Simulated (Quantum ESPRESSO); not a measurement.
# BP (F-43m): phonons against volume, part 4 of 9

Which modes of BP drive its thermal expansion?

Experimental results on record:
- volume expansion coefficient 9.6 1e-6/K near room temperature (given in “Thermal expansion coefficients of high thermal conducting BAs and BP materials (three times its linear coefficient)”, 2019, arxiv:1906.04101)

Quantum ESPRESSO 7.5; DFT LDA, scalar-relativistic, plane waves, GBRV ultrasoft pseudopotentials.

So far. Step 3 (Finding the static equilibrium): After the last step pw.x solved the final cell once more on a basis chosen for it, which moves the energy without moving the atoms. Step 4 (Self-consistent run): On a basis chosen for the relaxed cell the pressure is -0.13 GPa, small enough for phonons.

## (5) Zone-centre response

In a polar crystal the Born charges and ε∞ give the long-range dipole term that a finite supercell misses. They are those of this k-mesh and were not tested on a denser one; where the gap is small they converge slowly, and the LO modes with them.

ph.in reads:

```
phonons
 &inputph
    prefix='x',
    outdir='./tmp',
    fildyn='x.dyn',
    tr2_ph=1.0d-18,
    epsil=.true.,
 /
0.000000000 0.000000000 0.000000000
```

scf.in reads:

```
 &control
    calculation='scf',
    prefix='x',
    outdir='./tmp',
    pseudo_dir='./pseudo',
    tprnfor=.true.,
    tstress=.true.,
 /
 &system
    ibrav=0,
    nat=2,
    ntyp=2,
    ecutwfc=40.0,
    ecutrho=240.0,
    occupations='fixed',
    nbnd=6,
 /
 &electrons
    conv_thr=1.0d-12,
    mixing_beta=0.7,
    electron_maxstep=100,
 /
ATOMIC_SPECIES
 B      10.8100  B.upf
 P      30.9738  P.upf
CELL_PARAMETERS angstrom
     0.000000000    2.247208556    2.247208556
     2.247208556    0.000000000    2.247208556
     2.247208556    2.247208556    0.000000000
ATOMIC_POSITIONS crystal
 B      0.000000000   0.000000000   0.000000000
 P      0.250000000   0.250000000   0.250000000
K_POINTS automatic
 8 8 8 0 0 0
```

Command:

```
$ OMP_NUM_THREADS=1 mpirun -n 8 ph.x -nk 8 -in ph.in > ph.out
```

The program printed:

```text
[banner, memory and clock lines left out]
Program PHONON v.7.5

     ./tmp/x.save/

     IMPORTANT: XC functional enforced from input :
     Exchange-correlation= PZ
                           (   1   1   0   0   0   0   0)
     Any further DFT definition will be discarded
     Please, verify this is what you really want

     G-vector sticks info

     Reading collected, re-writing distributed wavefunctions in ./tmp/

     Number and degeneracy of irreps per q-point
       N         xq(1)         xq(2)         xq(3)   N irreps
       1   0.000000000   0.000000000   0.000000000       2
        3   3

     Calculation of q =    0.0000000   0.0000000   0.0000000

     phonons

     bravais-lattice index     =            0
     lattice parameter (alat)  =       6.0056  a.u.
     unit-cell volume          =     153.1640 (a.u.)^3
     number of atoms/cell      =            2
     number of atomic types    =            2
     kinetic-energy cut-off    =      40.0000  Ry
     charge density cut-off    =     240.0000  Ry
     convergence threshold     =      1.0E-18
     beta                      =       0.7000
     number of iterations used =            4
     Exchange-correlation= PZ
                           (   1   1   0   0   0   0   0)

     celldm(1)=    6.00561  celldm(2)=    0.00000  celldm(3)=    0.00000
     celldm(4)=    0.00000  celldm(5)=    0.00000  celldm(6)=    0.00000

     crystal axes: (cart. coord. in units of alat)
               a(1) = (  0.0000  0.7071  0.7071 )
               a(2) = (  0.7071  0.0000  0.7071 )
               a(3) = (  0.7071  0.7071  0.0000 )

     reciprocal axes: (cart. coord. in units 2 pi/alat)
               b(1) = ( -0.7071  0.7071  0.7071 )
               b(2) = (  0.7071 -0.7071  0.7071 )
               b(3) = (  0.7071  0.7071 -0.7071 )

     Atoms inside the unit cell:

     Cartesian axes

     site n.  atom      mass           positions (alat units)
        1  B      10.8100   tau(    1) = (    0.00000    0.00000    0.00000  )
        2  P      30.9738   tau(    2) = (    0.35355    0.35355    0.35355  )

     Computing dynamical matrix for
                    q = (   0.0000000   0.0000000   0.0000000 )

     25 Sym.Ops. (with q -> -q+G )

     G cutoff =  219.2633  (   9577 G-vectors)     FFT grid: ( 30, 30, 30)
     G cutoff =  146.1755  (   5209 G-vectors)  smooth grid: ( 25, 25, 25)
     number of k points=    29
                       cart. coord. in units 2pi/alat
        k(    1) = (   0.0000000   0.0000000   0.0000000), wk =   0.0039062
        k(    2) = (   0.0883883   0.0883883  -0.0883883), wk =   0.0312500
        k(    3) = (   0.1767767   0.1767767  -0.1767767), wk =   0.0312500
        k(    4) = (   0.2651650   0.2651650  -0.2651650), wk =   0.0312500
        k(    5) = (  -0.3535534  -0.3535534   0.3535534), wk =   0.0156250
        k(    6) = (   0.1767767   0.0000000   0.0000000), wk =   0.0234375
        k(    7) = (   0.2651650   0.0883883  -0.0883883), wk =   0.0937500
        k(    8) = (   0.3535534   0.1767767  -0.1767767), wk =   0.0937500
        k(    9) = (  -0.2651650  -0.4419417   0.4419417), wk =   0.0937500
        k(   10) = (  -0.1767767  -0.3535534   0.3535534), wk =   0.0937500
        k(   11) = (  -0.0883883  -0.2651650   0.2651650), wk =   0.0937500
        k(   12) = (   0.0000000  -0.1767767   0.1767767), wk =   0.0468750
        k(   13) = (   0.3535534   0.0000000   0.0000000), wk =   0.0234375
        k(   14) = (   0.4419417   0.0883883  -0.0883883), wk =   0.0937500
        k(   15) = (  -0.1767767  -0.5303301   0.5303301), wk =   0.0937500
        k(   16) = (  -0.0883883  -0.4419417   0.4419417), wk =   0.0937500
[...]
k(   22) = (   0.3535534   0.1767767   0.0000000), wk =   0.0937500
        k(   23) = (  -0.2651650  -0.4419417   0.6187184), wk =   0.1875000
        k(   24) = (  -0.1767767  -0.3535534   0.5303301), wk =   0.0937500
        k(   25) = (  -0.1767767  -0.5303301   0.7071068), wk =   0.0937500
        k(   26) = (  -0.0883883  -0.4419417   0.6187184), wk =   0.1875000
        k(   27) = (   0.0000000  -0.3535534   0.5303301), wk =   0.0937500
        k(   28) = (  -0.7071068   0.1767767  -0.0000000), wk =   0.0468750
        k(   29) = (  -0.7071068   0.3535534   0.0000000), wk =   0.0234375

     PseudoPot. # 1 for B  read from file:
     ./pseudo/B.upf
     Pseudo is Ultrasoft + core correction, Zval =  3.0
     Using radial grid of  781 points,  4 beta functions with:
                l(1) =   0
                l(2) =   0
                l(3) =   1
                l(4) =   1
     Q(r) pseudized with  8 coefficients,  rinner =    1.100   1.100   1.100

     PseudoPot. # 2 for P  read from file:
     ./pseudo/P.upf
     Pseudo is Ultrasoft + core correction, Zval =  5.0
     Using radial grid of  903 points,  6 beta functions with:
                l(1) =   0
                l(2) =   0
                l(3) =   1
                l(4) =   1
                l(5) =   2
                l(6) =   2
     Q(r) pseudized with  8 coefficients,  rinner =    1.300   1.300   1.300
                                                       1.300   1.300

     Mode symmetry, T_d (-43m)  point group:

     Electric field:
     Dielectric constant
     Born effective charges as d Force / d E

     Atomic displacements:
     There are    2 irreducible representations

     Representation     1      3 modes -  To be done

     Representation     2      3 modes -  To be done

     Alpha used in Ewald sum =   2.5000

     Electric Fields Calculation

      thresh= 1.000E-02 alpha_mix =  0.700 |ddv_scf|^2 =  1.994E-07

      thresh= 4.466E-05 alpha_mix =  0.700 |ddv_scf|^2 =  3.225E-09

      thresh= 5.679E-06 alpha_mix =  0.700 |ddv_scf|^2 =  8.473E-11

      thresh= 9.205E-07 alpha_mix =  0.700 |ddv_scf|^2 =  2.748E-13

      thresh= 5.242E-08 alpha_mix =  0.700 |ddv_scf|^2 =  1.503E-14

      thresh= 1.226E-08 alpha_mix =  0.700 |ddv_scf|^2 =  4.596E-17

      thresh= 6.779E-10 alpha_mix =  0.700 |ddv_scf|^2 =  9.109E-19

     End of electric fields calculation

          Dielectric constant in cartesian axis

          (       9.519725932       0.000000000       0.000000000 )
          (       0.000000000       9.519725932       0.000000000 )
          (       0.000000000       0.000000000       9.519725932 )

          Effective charges (d Force / dE) in cartesian axis without acoustic sum rule applied (asr)

           atom    1  B     Mean Z*:       -0.65712
      Ex  (       -0.65712        0.00000       -0.00000 )
      Ey  (        0.00000       -0.65712       -0.00000 )
      Ez  (        0.00000       -0.00000       -0.65712 )
           atom    2  P     Mean Z*:        0.58493
      Ex  (        0.58493        0.00000        0.00000 )
      Ey  (        0.00000        0.58493        0.00000 )
      Ez  (        0.00000        0.00000        0.58493 )

          Effective charges Sum: Mean:       -0.07219
             -0.07219        0.00000        0.00000
              0.00000       -0.07219        0.00000
              0.00000        0.00000       -0.07219

          Effective charges (d Force / dE) in cartesian axis with asr applied:
           atom    1  B     Mean Z*:       -0.62102
      E*x (       -0.62102       -0.00000       -0.00000 )
      E*y (       -0.00000       -0.62102       -0.00000 )
      E*z (       -0.00000       -0.00000       -0.62102 )
           atom    2  P     Mean Z*:        0.62102
      E*x (        0.62102        0.00000        0.00000 )
      E*y (        0.00000        0.62102        0.00000 )
      E*z (        0.00000        0.00000        0.62102 )

     Representation #   1 modes #   1   2   3

     Self-consistent Calculation

      thresh= 1.000E-02 alpha_mix =  0.700 |ddv_scf|^2 =  6.793E-08

      thresh= 2.606E-05 alpha_mix =  0.700 |ddv_scf|^2 =  2.530E-09

      thresh= 5.030E-06 alpha_mix =  0.700 |ddv_scf|^2 =  1.577E-10

      thresh= 1.256E-06 alpha_mix =  0.700 |ddv_scf|^2 =  2.429E-13

      thresh= 4.928E-08 alpha_mix =  0.700 |ddv_scf|^2 =  1.004E-14

      thresh= 1.002E-08 alpha_mix =  0.700 |ddv_scf|^2 =  3.233E-17

      thresh= 5.686E-10 alpha_mix =  0.700 |ddv_scf|^2 =  1.307E-18

      thresh= 1.143E-10 alpha_mix =  0.700 |ddv_scf|^2 =  1.233E-20

     End of self-consistent calculation

     Convergence has been achieved

     Representation #   2 modes #   4   5   6

     Self-consistent Calculation

      thresh= 1.000E-02 alpha_mix =  0.700 |ddv_scf|^2 =  7.449E-08

      thresh= 2.729E-05 alpha_mix =  0.700 |ddv_scf|^2 =  1.232E-09

      thresh= 3.509E-06 alpha_mix =  0.700 |ddv_scf|^2 =  9.464E-11

      thresh= 9.728E-07 alpha_mix =  0.700 |ddv_scf|^2 =  1.327E-13

      thresh= 3.643E-08 alpha_mix =  0.700 |ddv_scf|^2 =  4.198E-15

      thresh= 6.479E-09 alpha_mix =  0.700 |ddv_scf|^2 =  1.767E-17

      thresh= 4.204E-10 alpha_mix =  0.700 |ddv_scf|^2 =  8.459E-19

     End of self-consistent calculation

     Convergence has been achieved

     Number of q in the star =    1
     List of q in the star:
          1   0.000000000   0.000000000   0.000000000

          Dielectric constant in cartesian axis

          (       9.519725932       0.000000000       0.000000000 )
          (       0.000000000       9.519725932       0.000000000 )
          (       0.000000000       0.000000000       9.519725932 )

          Effective charges (d Force / dE) in cartesian axis without acoustic sum rule applied (asr)

           atom    1  B     Mean Z*:       -0.65712
      Ex  (       -0.65712        0.00000       -0.00000 )
      Ey  (        0.00000       -0.65712       -0.00000 )
      Ez  (        0.00000       -0.00000       -0.65712 )
           atom    2  P     Mean Z*:        0.58493
      Ex  (        0.58493        0.00000        0.00000 )
      Ey  (        0.00000        0.58493        0.00000 )
      Ez  (        0.00000        0.00000        0.58493 )

          Effective charges Sum: Mean:       -0.07219
             -0.07219        0.00000        0.00000
              0.00000       -0.07219        0.00000
              0.00000        0.00000       -0.07219

          Effective charges (d Force / dE) in cartesian axis with asr applied:
           atom    1  B     Mean Z*:       -0.62102
      E*x (       -0.62102       -0.00000       -0.00000 )
      E*y (       -0.00000       -0.62102       -0.00000 )
      E*z (       -0.00000       -0.00000       -0.62102 )
           atom    2  P     Mean Z*:        0.62102
      E*x (        0.62102        0.00000        0.00000 )
      E*y (        0.00000        0.62102        0.00000 )
      E*z (        0.00000        0.00000        0.62102 )

     Diagonalizing the dynamical matrix

     q = (    0.000000000   0.000000000   0.000000000 )

 **************************************************************************
     freq (    1) =      -0.159892 [THz] =      -5.333407 [cm-1]
     freq (    2) =      -0.159892 [THz] =      -5.333407 [cm-1]
     freq (    3) =      -0.159892 [THz] =      -5.333407 [cm-1]
     freq (    4) =      24.585142 [THz] =     820.072061 [cm-1]
     freq (    5) =      24.585142 [THz] =     820.072061 [cm-1]
     freq (    6) =      24.585142 [THz] =     820.072061 [cm-1]
 **************************************************************************

     Mode symmetry, T_d (-43m)  point group:

     freq (   1-   3) =         -5.3  [cm-1]   --> T_2  G_15 P_4   I+R
     freq (   4-   6) =        820.1  [cm-1]   --> T_2  G_15 P_4   I+R
```

The job ended after 10 s (8 MPI ranks of Arm Neoverse V1, shared host; 82 s of CPU time).

Numbers from this step:

* Γ frequencies: -5.33, -5.33, -5.33, 820.1, 820.1, 820.1 cm⁻¹ (negative: imaginary)
* Γ symmetry: T_2 G_15 P_4 I+R, T_2 G_15 P_4 I+R, T_2 G_15 P_4 I+R, T_2 G_15 P_4 I+R, T_2 G_15 P_4 I+R, T_2 G_15 P_4 I+R

ε∞:

```
9.52 0.00 0.00
0.00 9.52 0.00
0.00 0.00 9.52
```

Born charge (rows field, columns displacement), before the sum rule (e), principal values of the symmetric part by kind of site:

```
atom  atoms with these values      low   middle     high     mean
  B1                        1  -0.6571  -0.6571  -0.6571  -0.6571
  P2                        1   0.5849   0.5849   0.5849   0.5849
```

In full for P2:

```
0.5849 0.0000 0.0000
0.0000 0.5849 0.0000
0.0000 0.0000 0.5849
```

The Born charges sum to zero within 0.072 e; the rest is removed before use. Acoustic frequencies in this log differ from zero by the error of the sum rule, which ph.x does not impose.

[end of part 4 of 9]

[Logs are printed without paths, hosts, clocks, repeated set-up lines and the standing remarks that a program may print on its own settings, such as how far it seeks lower states.]

[Hosts, paths, dates, database ids (printed as entryN), source tags and the programs' standing remarks are cut or masked in the printed files.]

[A step with changed settings may run another functional than the one named; its input shows which.]

[Of the runs on displaced cells, only some may be shown.]
